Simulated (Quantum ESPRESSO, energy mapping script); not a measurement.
# MnS: energy mapping under PBE+U (4 eV), QE, GBRV

Wanted: the magnetic order of MnS, its couplings and an estimate of its ordering temperature, by PBE+U (4 eV), QE, GBRV.

Main program and level: Quantum ESPRESSO 7.5; PBE with U = 4 eV on Mn d, ortho-atomic projectors; plane waves, U on orthogonalised atomic orbitals unless named otherwise, collinear spin, no spin–orbit coupling.

**Measured values to reproduce.**

“Single-Crystal and Powder Neutron Diffraction Study of FeXMn1-XS Solid Solutions” (2011, arxiv:1108.4537) reports for MnS, rock salt, by neutron diffraction (x = 0): ordering temperature (Neel temperature) 150 K.

The database entry behind the starting cell differs from later determinations by our own check (an axis about 0.2 % short against later determinations), so it need not match the best structure at ambient conditions.

**1. The starting structure**

It takes space group Fm-3m (No. 225, cubic). Conventional cell: a = 5.209 Å, b = 5.209 Å, c = 5.209 Å, α = 90.00°, β = 90.00°, γ = 90.00°. Nearest to Mn lie 6 S at 2.60 Å. S has 6 Mn at 2.60 Å nearest. Farther neighbours and most contacts between anions are not listed.

The U corrects the self-interaction that lets semilocal functionals spread d and f electrons too far. Its value here is typed, not computed. These runs use Quantum ESPRESSO.

**2. Order 1: parallel, cell A of 4 atoms**

The parallel order is the zero of energy for this cell and mesh.

The potential files are GBRV's for PBE; pw.x takes the functional from them.

The input, pw.in:

```
&control
  calculation = 'scf'
  prefix = 'pw'
  outdir = './tmp/'
  pseudo_dir = './pseudo/'
  verbosity = 'low'
/
&system
  ibrav = 0
  nat = 4
  ntyp = 2
  ecutwfc = 45
  ecutrho = 360
  nbnd = 38
  occupations = 'smearing'
  smearing = 'fd'
  degauss = 0.00367493
  nspin = 2
  starting_magnetization(1) = 0.3000
/
&electrons
  conv_thr = 1.0e-08
  electron_maxstep = 120
  mixing_beta = 0.3
  mixing_mode = 'plain'
/
ATOMIC_SPECIES
  Mn 54.9380 Mn.upf
  S 32.0600 S.upf
CELL_PARAMETERS angstrom
  0.00000000 -2.60450000 -2.60450000
  -2.60450000 0.00000000 -2.60450000
  2.60450000 2.60450000 -5.20900000
ATOMIC_POSITIONS crystal
  Mn 0.50000000 0.50000000 0.50000000
  Mn 0.00000000 0.00000000 0.00000000
  S 0.75000000 0.75000000 0.75000000
  S 0.25000000 0.25000000 0.25000000
K_POINTS automatic
  7 7 7 0 0 0
HUBBARD {ortho-atomic}
U Mn-3d 4
```

The run is started by

```
$ OMP_NUM_THREADS=1 mpirun -n 8 pw.x -nk 8 -in pw.in > pw.out
```

The program printed:

```text
Program PWSCF v.7.5 starts
[...]
unit-cell volume          =     476.9026 (a.u.)^3
     number of atoms/cell      =            4
[...]
number of electrons       =        42.00
     number of Kohn-Sham states=           38
     kinetic-energy cutoff     =      45.0000  Ry
     charge density cutoff     =     360.0000  Ry
     scf convergence threshold =      1.0E-08
[...]
Exchange-correlation=  SLA  PW   PBX  PBC
[...]
Hubbard projectors: ortho-atomic
     Hubbard parameters of DFT+U (Dudarev formulation) in eV:
[...]
atomic species   magnetization
[...]
12 Sym. Ops., with inversion, found
[...]
number of k points=    44  Fermi-Dirac smearing, width (Ry)=  0.0037
[...]
Number of occupied Hubbard levels =   10.0000
     Atomic wfc used for Hubbard projectors are orthogonalized
[...]
iteration #  1     ecut=    45.00 Ry     beta= 0.30
[...]
Number of occupied Hubbard levels =   10.0066
     total energy              =    -470.47062287 Ry
     estimated scf accuracy    <       0.96778186 Ry
     total magnetization       =    10.00 Bohr mag/cell
     absolute magnetization    =    10.00 Bohr mag/cell
     iteration #  2     ecut=    45.00 Ry     beta= 0.30
[...]
total energy              =    -470.63418310 Ry
     estimated scf accuracy    <       0.04635011 Ry
     total magnetization       =    10.00 Bohr mag/cell
     absolute magnetization    =    10.00 Bohr mag/cell
     iteration #  3     ecut=    45.00 Ry     beta= 0.30
[...]
total energy              =    -470.65036742 Ry
     estimated scf accuracy    <       0.01782090 Ry
     total magnetization       =    10.00 Bohr mag/cell
     absolute magnetization    =    10.00 Bohr mag/cell
     iteration #  4     ecut=    45.00 Ry     beta= 0.30
[...]
total energy              =    -470.65157417 Ry
     estimated scf accuracy    <       0.00168381 Ry
     total magnetization       =    10.00 Bohr mag/cell
     absolute magnetization    =    10.00 Bohr mag/cell
     iteration #  5     ecut=    45.00 Ry     beta= 0.30
[...]
total energy              =    -470.65193639 Ry
     estimated scf accuracy    <       0.00009971 Ry
     total magnetization       =    10.00 Bohr mag/cell
     absolute magnetization    =    10.00 Bohr mag/cell
     iteration #  6     ecut=    45.00 Ry     beta= 0.30
[...]
total energy              =    -470.65195320 Ry
     estimated scf accuracy    <       0.00014690 Ry
     total magnetization       =    10.00 Bohr mag/cell
     absolute magnetization    =    10.00 Bohr mag/cell
     iteration #  7     ecut=    45.00 Ry     beta= 0.30
[...]
total energy              =    -470.65196051 Ry
     estimated scf accuracy    <       0.00001798 Ry
     total magnetization       =    10.00 Bohr mag/cell
     absolute magnetization    =    10.00 Bohr mag/cell
     iteration #  8     ecut=    45.00 Ry     beta= 0.30
[...]
total energy              =    -470.65196738 Ry
     estimated scf accuracy    <       0.00000146 Ry
     total magnetization       =    10.00 Bohr mag/cell
     absolute magnetization    =    10.00 Bohr mag/cell
     iteration #  9     ecut=    45.00 Ry     beta= 0.30
[...]
total energy              =    -470.65196776 Ry
     estimated scf accuracy    <       0.00000016 Ry
     total magnetization       =    10.00 Bohr mag/cell
     absolute magnetization    =    10.00 Bohr mag/cell
     iteration # 10     ecut=    45.00 Ry     beta= 0.30
[...]
Magnetic moment per site  (integrated on atomic sphere of radius R)
     atom   1 (R=0.292)  charge= 13.1407  magn=  4.5074
     atom   2 (R=0.292)  charge= 13.1411  magn=  4.5075
     atom   3 (R=0.292)  charge=  4.7240  magn=  0.1148
     atom   4 (R=0.292)  charge=  4.7240  magn=  0.1148
     End of self-consistent calculation
     =================== HUBBARD OCCUPATIONS ===================
     ------------------------ ATOM    1 ------------------------
     Tr[ns(  1)] (up, down, total) =   4.97219  0.26134  5.23353
     Atomic magnetic moment for atom   1 =   4.71085
     SPIN  1
     eigenvalues:
       0.991  0.991  0.997  0.997  0.997
     eigenvectors (columns):
      -0.006 -1.000  0.000  0.000  0.000
       0.000 -0.000  0.577 -0.208 -0.790
      -0.000 -0.000  0.577 -0.580  0.575
       1.000 -0.006 -0.000 -0.000  0.000
       0.000  0.000  0.577  0.788  0.215
     occupation matrix ns (before diag.):
       0.991 -0.000 -0.000  0.000  0.000
      -0.000  0.997 -0.000 -0.000 -0.000
      -0.000 -0.000  0.997  0.000 -0.000
       0.000 -0.000  0.000  0.991 -0.000
[...]
SPIN  2
     eigenvalues:
[...]
eigenvectors (columns):
[...]
occupation matrix ns (before diag.):
[...]
------ SPIN UP ------------
          k = 0.0000 0.0000-0.0000 (  2437 PWs)   bands (ev):
   -72.1963 -72.1960 -40.9294 -40.9228 -40.9228 -40.9219 -40.9217 -40.9217
    -4.0882  -2.6770   2.7858   3.8058   3.8058   4.5603   4.5604   4.5604
     4.6735   4.6735   5.0392   5.0392   5.9305   8.6514   8.6514   8.6516
    10.1353  10.1353  12.0212  13.1102  15.6110  15.6110  18.7847  18.7847
    18.7847  18.7907  20.8712  21.8965  22.2921  22.2921
          k = 0.0505 0.0505-0.0505 (  2454 PWs)   bands (ev):
   -72.1963 -72.1960 -40.9291 -40.9228 -40.9228 -40.9222 -40.9218 -40.9218
    -4.0348  -2.7737   2.9407   3.8399   3.8399   4.5323   4.5619   4.5619
     4.6403   4.6403   5.0153   5.0153   5.9537   8.2822   8.7290   8.7290
    10.0572  10.0572  12.4050  13.2175  15.7755  15.7755  18.2851  18.6192
    18.7793  18.7793  20.8519  20.8519  21.3495  22.0972
          k = 0.1010 0.1010-0.1010 (  2451 PWs)   bands (ev):
   -72.1963 -72.1960 -40.9281 -40.9233 -40.9226 -40.9226 -40.9219 -40.9219
    -3.8792  -3.0213   3.3399   3.9389   3.9389   4.4319   4.4556   4.4556
[...]
18.5294  18.5294  20.1673  20.1674  21.5645  21.6135
          k = 0.1515 0.1515-0.1515 (  2442 PWs)   bands (ev):
[...]
17.7819  17.7819  20.2987  20.2987  20.8591  20.8591
          k =-0.1515 0.0505-0.0505 (  2434 PWs)   bands (ev):
[...]
18.6289  18.8061  19.1714  21.3416  22.1102  22.1915
          k =-0.1010 0.1010-0.1010 (  2439 PWs)   bands (ev):
[...]
18.5294  18.7058  20.1673  20.1674  21.5642  21.7650
          k =-0.0505 0.1515-0.1515 (  2447 PWs)   bands (ev):
[...]
18.1205  18.3135  19.3208  20.9476  21.1887  22.0886
          k =-0.0000 0.2020-0.2020 (  2444 PWs)   bands (ev):
[...]
17.6364  17.7210  19.2786  20.4641  21.6559  22.4833
          k =-0.3030-0.1010 0.1010 (  2457 PWs)   bands (ev):
[...]
16.9897  18.2906  19.6748  19.6974  22.0374  22.4755
          k =-0.2525-0.0505 0.0505 (  2437 PWs)   bands (ev):
[...]
17.5284  18.6565  19.0347  20.3726  21.9674  22.9348
          k =-0.2020-0.0000 0.0000 (  2443 PWs)   bands (ev):
[...]
k =-0.3030 0.1010-0.1010 (  2441 PWs)   bands (ev):
[...]
k =-0.2525 0.1515-0.1515 (  2427 PWs)   bands (ev):
[...]
k =-0.2020 0.2020-0.2020 (  2427 PWs)   bands (ev):
[...]
k =-0.1515 0.2525-0.2525 (  2442 PWs)   bands (ev):
[...]
k =-0.4546-0.0505 0.0505 (  2441 PWs)   bands (ev):
[...]
k =-0.4041 0.0000-0.0000 (  2428 PWs)   bands (ev):
[...]
k =-0.3536 0.0505-0.0505 (  2438 PWs)   bands (ev):
[...]
[... cut ...]
[...]
k =-0.4546-0.0505 0.0505 (  2441 PWs)   bands (ev):
[...]
k =-0.6061-0.0000 0.0000 (  2416 PWs)   bands (ev):
[...]
k =-0.2525-0.0505-0.1515 (  2442 PWs)   bands (ev):
[...]
k =-0.2020-0.0000-0.2020 (  2427 PWs)   bands (ev):
[...]
k =-0.1010 0.1010-0.3030 (  2453 PWs)   bands (ev):
[...]
k =-0.4041-0.2020 0.0000 (  2443 PWs)   bands (ev):
[...]
k =-0.4041 0.0000-0.2020 (  2425 PWs)   bands (ev):
[...]
k =-0.3536 0.0505-0.2525 (  2429 PWs)   bands (ev):
[...]
k =-0.3030 0.1010-0.3030 (  2421 PWs)   bands (ev):
[...]
k =-0.2525 0.1515-0.3536 (  2420 PWs)   bands (ev):
[...]
k =-0.5556-0.1515-0.0505 (  2435 PWs)   bands (ev):
[...]
k =-0.5051-0.1010-0.1010 (  2440 PWs)   bands (ev):
[...]
k =-0.4546-0.0505-0.1515 (  2443 PWs)   bands (ev):
[...]
k = 0.5051-0.3030 0.1010 (  2430 PWs)   bands (ev):
[...]
k = 0.6061-0.2020 0.0000 (  2413 PWs)   bands (ev):
[...]
k = 0.6566-0.1515-0.0505 (  2420 PWs)   bands (ev):
[...]
k = 0.3536-0.4546 0.2525 (  2410 PWs)   bands (ev):
[...]
20.3000  21.9347  22.8282  23.0954  23.3566  23.7489
          k = 0.5556-0.4546 0.0505 (  2425 PWs)   bands (ev):
[...]
19.3615  19.5889  22.1493  22.5879  23.3437  24.2633
          k = 0.6061-0.4041 0.0000 (  2422 PWs)   bands (ev):
[...]
18.9843  18.9895  21.6664  23.1628  23.8039  23.8445
          k = 0.6566-0.3536-0.0505 (  2426 PWs)   bands (ev):
[...]
13.6777  14.3416  15.3777  16.3835  17.4931  18.0514  18.0615  18.2834
    18.3893  18.7739  21.4612  23.4121  23.6444  24.6579
          k = 0.4546-0.5556 0.1515 (  2415 PWs)   bands (ev):
   -67.0203 -67.0203 -35.8671 -35.8668 -35.8637 -35.8630 -35.8612 -35.8611
    -2.3213  -2.2727   4.8918   5.0110   6.0633   6.3456   7.2576   7.3189
    12.3076  12.4493  13.1798  13.2364  13.3417  13.4322  13.5806  13.6166
    13.6849  13.7528  14.9738  15.2921  17.0891  17.5061  18.6945  18.9961
    19.4066  19.5334  22.6072  22.9425  23.0168  24.0720
     the Fermi energy is    10.6467 ev
!    total energy              =    -470.65196790 Ry
     estimated scf accuracy    <          1.8E-09 Ry
     smearing contrib. (-TS)   =      -0.00000015 Ry
     internal energy E=F+TS    =    -470.65196775 Ry
     The total energy is F=E-TS. E is the sum of the following terms:
     one-electron contribution =    -264.95228997 Ry
     hartree contribution      =     147.75223707 Ry
     xc contribution           =     -70.54411443 Ry
     ewald contribution        =    -282.98656422 Ry
     Hubbard energy            =       0.07876380 Ry
     total magnetization       =    10.00 Bohr mag/cell
     absolute magnetization    =    10.00 Bohr mag/cell
     convergence has been achieved in  10 iterations
=------------------------------------------------------------------------------=
   JOB DONE.
=------------------------------------------------------------------------------=
```

Run time: 20 s. Hardware: 8 MPI ranks of Arm Neoverse V2, shared host; peak memory 1.1 GiB.

Spin moment in the sphere by atom:

```csv
atom,spin moment in the sphere (μB)
Mn1,4.51
Mn2,4.51
S3,0.11
S4,0.11
```

The run ends ferromagnetic.

**3. Order 2: compensated +−, cell A of 4 atoms**

This order reverses 6 of the 12 neighbours at 3.68 Å, 6 of the 6 neighbours at 5.21 Å and 12 of the 24 neighbours at 6.38 Å, counted for an average magnetic atom.

Changes to pw.in since step 2:

```diff
@@ -10,6 +10,6 @@
   nat = 4
-  ntyp = 2
+  ntyp = 3
   ecutwfc = 45
   ecutrho = 360
-  nbnd = 38
+  nbnd = 33
   occupations = 'smearing'
@@ -19,2 +19,3 @@
   starting_magnetization(1) = 0.3000
+  starting_magnetization(2) = -0.3000
 /
@@ -27,3 +28,4 @@
 ATOMIC_SPECIES
-  Mn 54.9380 Mn.upf
+  Mn1 54.9380 Mn.upf
+  Mn2 54.9380 Mn.upf
   S 32.0600 S.upf
@@ -34,4 +36,4 @@
 ATOMIC_POSITIONS crystal
-  Mn 0.50000000 0.50000000 0.50000000
-  Mn 0.00000000 0.00000000 0.00000000
+  Mn1 0.50000000 0.50000000 0.50000000
+  Mn2 0.00000000 0.00000000 0.00000000
   S 0.75000000 0.75000000 0.75000000
@@ -41,2 +43,3 @@
 HUBBARD {ortho-atomic}
-U Mn-3d 4
+U Mn1-3d 4
+U Mn2-3d 4
```

The program printed:

```text
[banner, memory and clock lines left out]
Program PWSCF v.7.5 starts
[...]
unit-cell volume          =     476.9026 (a.u.)^3
     number of atoms/cell      =            4
[...]
number of electrons       =        42.00
     number of Kohn-Sham states=           33
     kinetic-energy cutoff     =      45.0000  Ry
     charge density cutoff     =     360.0000  Ry
     scf convergence threshold =      1.0E-08
[...]
Exchange-correlation=  SLA  PW   PBX  PBC
[...]
Hubbard projectors: ortho-atomic
     Hubbard parameters of DFT+U (Dudarev formulation) in eV:
[...]
atomic species   magnetization
[...]
12 Sym. Ops., with inversion, found
[...]
number of k points=    44  Fermi-Dirac smearing, width (Ry)=  0.0037
[...]
Number of occupied Hubbard levels =   10.0000
     Atomic wfc used for Hubbard projectors are orthogonalized
[...]
iteration #  1     ecut=    45.00 Ry     beta= 0.30
[...]
Number of occupied Hubbard levels =   10.0343
     total energy              =    -470.46823244 Ry
     estimated scf accuracy    <       0.98466139 Ry
     total magnetization       =     0.00 Bohr mag/cell
     absolute magnetization    =     9.39 Bohr mag/cell
     iteration #  2     ecut=    45.00 Ry     beta= 0.30
[...]
total energy              =    -470.63986971 Ry
     estimated scf accuracy    <       0.04524745 Ry
     total magnetization       =    -0.00 Bohr mag/cell
     absolute magnetization    =     9.47 Bohr mag/cell
     iteration #  3     ecut=    45.00 Ry     beta= 0.30
[...]
total energy              =    -470.65791366 Ry
     estimated scf accuracy    <       0.01885198 Ry
     total magnetization       =     0.00 Bohr mag/cell
     absolute magnetization    =     9.46 Bohr mag/cell
[...]
total energy              =    -470.66032450 Ry
[...]
iteration # 10     ecut=    45.00 Ry     beta= 0.30
[...]
total energy              =    -470.66032469 Ry
     estimated scf accuracy    <       0.00000051 Ry
     total magnetization       =     0.00 Bohr mag/cell
     absolute magnetization    =     9.47 Bohr mag/cell
     iteration # 11     ecut=    45.00 Ry     beta= 0.30
[...]
Magnetic moment per site  (integrated on atomic sphere of radius R)
     atom   1 (R=0.292)  charge= 13.1496  magn=  4.4255
     atom   2 (R=0.292)  charge= 13.1500  magn= -4.4257
     atom   3 (R=0.292)  charge=  4.7178  magn= -0.0000
[...]
19.4314
          k = 0.0505 0.0505-0.0505 (  2454 PWs)   bands (ev):
[...]
19.4015
          k = 0.1010 0.1010-0.1010 (  2451 PWs)   bands (ev):
[...]
19.1444
          k = 0.1515 0.1515-0.1515 (  2442 PWs)   bands (ev):
[...]
k =-0.1515 0.0505-0.0505 (  2434 PWs)   bands (ev):
[...]
k =-0.1010 0.1010-0.1010 (  2439 PWs)   bands (ev):
[...]
k =-0.0505 0.1515-0.1515 (  2447 PWs)   bands (ev):
[...]
k =-0.3030-0.1010 0.1010 (  2457 PWs)   bands (ev):
[...]
k =-0.2525-0.0505 0.0505 (  2437 PWs)   bands (ev):
[...]
k =-0.2020-0.0000 0.0000 (  2443 PWs)   bands (ev):
[...]
[... cut ...]
[...]
k =-0.6061-0.0000 0.0000 (  2416 PWs)   bands (ev):
[...]
k =-0.2525-0.0505-0.1515 (  2442 PWs)   bands (ev):
[...]
k =-0.2020-0.0000-0.2020 (  2427 PWs)   bands (ev):
[...]
k =-0.4041-0.2020 0.0000 (  2443 PWs)   bands (ev):
[...]
k =-0.3030 0.1010-0.3030 (  2421 PWs)   bands (ev):
[...]
k =-0.2525 0.1515-0.3536 (  2420 PWs)   bands (ev):
[...]
k =-0.5556-0.1515-0.0505 (  2435 PWs)   bands (ev):
[...]
k =-0.5051-0.1010-0.1010 (  2440 PWs)   bands (ev):
[...]
k =-0.4546-0.0505-0.1515 (  2443 PWs)   bands (ev):
[...]
k = 0.5051-0.3030 0.1010 (  2430 PWs)   bands (ev):
[...]
k = 0.6061-0.2020 0.0000 (  2413 PWs)   bands (ev):
[...]
k = 0.6566-0.1515-0.0505 (  2420 PWs)   bands (ev):
[...]
k = 0.3536-0.4546 0.2525 (  2410 PWs)   bands (ev):
[...]
k = 0.5556-0.4546 0.0505 (  2425 PWs)   bands (ev):
[...]
k = 0.6061-0.4041 0.0000 (  2422 PWs)   bands (ev):
[...]
k = 0.6566-0.3536-0.0505 (  2426 PWs)   bands (ev):
[...]
17.9537
          k = 0.4546-0.5556 0.1515 (  2415 PWs)   bands (ev):
[...]
5.6814   6.4840   6.7834   8.1845   8.4333  12.4598  12.8571  13.2221
    13.2861  13.5873  14.3244  14.6241  16.5650  17.0386  18.2069  18.6342
    18.8172
     the Fermi energy is    10.7440 ev
!    total energy              =    -470.66032483 Ry
     estimated scf accuracy    <          6.1E-09 Ry
     smearing contrib. (-TS)   =      -0.00000000 Ry
     internal energy E=F+TS    =    -470.66032483 Ry
     The total energy is F=E-TS. E is the sum of the following terms:
     one-electron contribution =    -265.10927628 Ry
     hartree contribution      =     147.86894929 Ry
     xc contribution           =     -70.52325781 Ry
     ewald contribution        =    -282.98656422 Ry
     Hubbard energy            =       0.08982420 Ry
     total magnetization       =    -0.00 Bohr mag/cell
     absolute magnetization    =     9.47 Bohr mag/cell
     convergence has been achieved in  11 iterations
```

Run time: 20 s. Hardware: 8 MPI ranks; peak memory 1.1 GiB.

Spin moment in the sphere by atom:

```csv
atom,spin moment in the sphere (μB)
Mn1,4.43
Mn2,-4.43
S3,0.00
S4,0.00
```

The run ends antiferromagnetic, 56.85 meV a magnetic atom below the parallel order of its cell.

**4. Order 3: parallel, cell B of 4 atoms**

A new cell needs its own zero of energy.

This run holds the same structure in another cell (c 6.380 → 5.209 Å, α 73.2 → 90.0°, β 73.2 → 90.0°, γ 60.0 → 90.0°).

The input, pw.in:

```
&control
  calculation = 'scf'
  prefix = 'pw'
  outdir = './tmp/'
  pseudo_dir = './pseudo/'
  verbosity = 'low'
/
&system
  ibrav = 0
  nat = 4
  ntyp = 2
  ecutwfc = 45
  ecutrho = 360
  nbnd = 38
  occupations = 'smearing'
  smearing = 'fd'
  degauss = 0.00367493
  nspin = 2
  starting_magnetization(1) = 0.3000
/
&electrons
  conv_thr = 1.0e-08
  electron_maxstep = 120
  mixing_beta = 0.3
  mixing_mode = 'plain'
/
ATOMIC_SPECIES
  Mn 54.9380 Mn.upf
  S 32.0600 S.upf
CELL_PARAMETERS angstrom
  0.00000000 -2.60450000 -2.60450000
  0.00000000 2.60450000 -2.60450000
  5.20900000 0.00000000 0.00000000
ATOMIC_POSITIONS crystal
  Mn 0.50000000 0.50000000 0.50000000
  Mn 0.00000000 0.00000000 0.00000000
  S 0.50000000 0.50000000 0.00000000
  S 0.00000000 0.00000000 0.50000000
K_POINTS automatic
  6 6 4 0 0 0
HUBBARD {ortho-atomic}
U Mn-3d 4
```

The program printed:

```text
[banner, memory and clock lines left out]
Program PWSCF v.7.5 starts
[...]
unit-cell volume          =     476.9026 (a.u.)^3
     number of atoms/cell      =            4
[...]
number of electrons       =        42.00
     number of Kohn-Sham states=           38
     kinetic-energy cutoff     =      45.0000  Ry
     charge density cutoff     =     360.0000  Ry
[...]
The total energy is F=E-TS. E is the sum of the following terms:
     one-electron contribution =    -264.95238729 Ry
     hartree contribution      =     147.75278699 Ry
     xc contribution           =     -70.54441658 Ry
     ewald contribution        =    -282.98656422 Ry
     Hubbard energy            =       0.07874056 Ry
     total magnetization       =    10.00 Bohr mag/cell
     absolute magnetization    =    10.00 Bohr mag/cell
     convergence has been achieved in  10 iterations
[key lines of the parts left out:]
!    total energy              =    -470.65184100 Ry
the Fermi energy is    10.6014 ev
```

Run time: 14 s. Hardware: 8 MPI ranks; peak memory 0.93 GiB.

The run ends ferromagnetic. For each magnetic atom its energy differs from the parallel run of the first cell by 0.86 meV, an error that one common reference would have brought in.

(Continued in part 2 of 2.)

[Logs and program files are shortened in this print: banners, set-up blocks, solver, clock and traceback lines can be left out without a mark of their own.]

[Logs are printed without paths, hosts, clocks, repeated set-up lines and the standing remarks that a program may print on its own settings, such as how far it seeks lower states.]

[Hosts, paths, dates, database ids (printed as entryN), source tags and the programs' standing remarks are cut or masked in the printed files.]

[Where a cell is said to come from a database of computed structures, the database is the Materials Project.]
